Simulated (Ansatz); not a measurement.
# Surface energy of Cu against broken bonds

Calculated with Ansatz 0.2.0: Kohn-Sham DFT, PBE, PAW (set soft_2), plane waves; cutoff 420 eV, fermi-dirac smearing of 0.1 eV; level PBE. Slabs were relaxed with PBE at fixed cell edges. The surface energy is the slab's free energy less that of as many bulk atoms, over twice the area. Neighbours are counted within 3.08 Å in the slab as cut, where a bulk atom has 12.

| missing neighbours (per Å²) | surface energy (J/m²) | face |
| --- | --- | --- |
| 0.5243 | 1.316 | Cu(111) |
| 0.6055 | 1.482 | Cu(100) |
| 0.6251 | ? | ? |
| 0.6389 | 1.562 | Cu(311) |
| 0.6473 | 1.578 | Cu(321) |

**Question.** Fit a straight line to the rows given and interpolate to the withheld row.

**Working.**

In a broken-bond picture the surface energy v is a line in u, the number of missing neighbours per area.

| u (per Å²) | v (J/m²) |
| --- | --- |
| 0.524338 | 1.316 |
| 0.605453 | 1.4823 |
| 0.638928 | 1.5616 |
| 0.647258 | 1.5782 |

With n = 4: mean u = 0.603994, mean v = 1.48453, Σ(u − ū)² = 0.0094394, Σ(u − ū)(v − v̄) = 0.020166. Slope b = 0.020166 / 0.0094394 = 2.1364; intercept a = v̄ − b ū = 0.19416.

At u = 0.6251, v = a + b u.

Prediction at 0.6251: 1.530 J/m². The run gave 1.529 J/m², so the fit is high by 1.1e-4 J/m² (0.0074 % of the value).

The withheld face is Cu(331). The slope is worth 0.13 eV a missing neighbour; a pure pair model would have no intercept, and this fit has 0.19 J/m². Among the rows given, the largest miss of the fit is at 0.6055, by 0.0053 J/m² (2.0 % of the range of the table).

Limits: Thin slabs, unlike meshes and one lattice constant for all functionals.

[Hosts, paths, dates, database ids (printed as entryN), source tags and the programs' standing remarks are cut or masked in the printed files.]
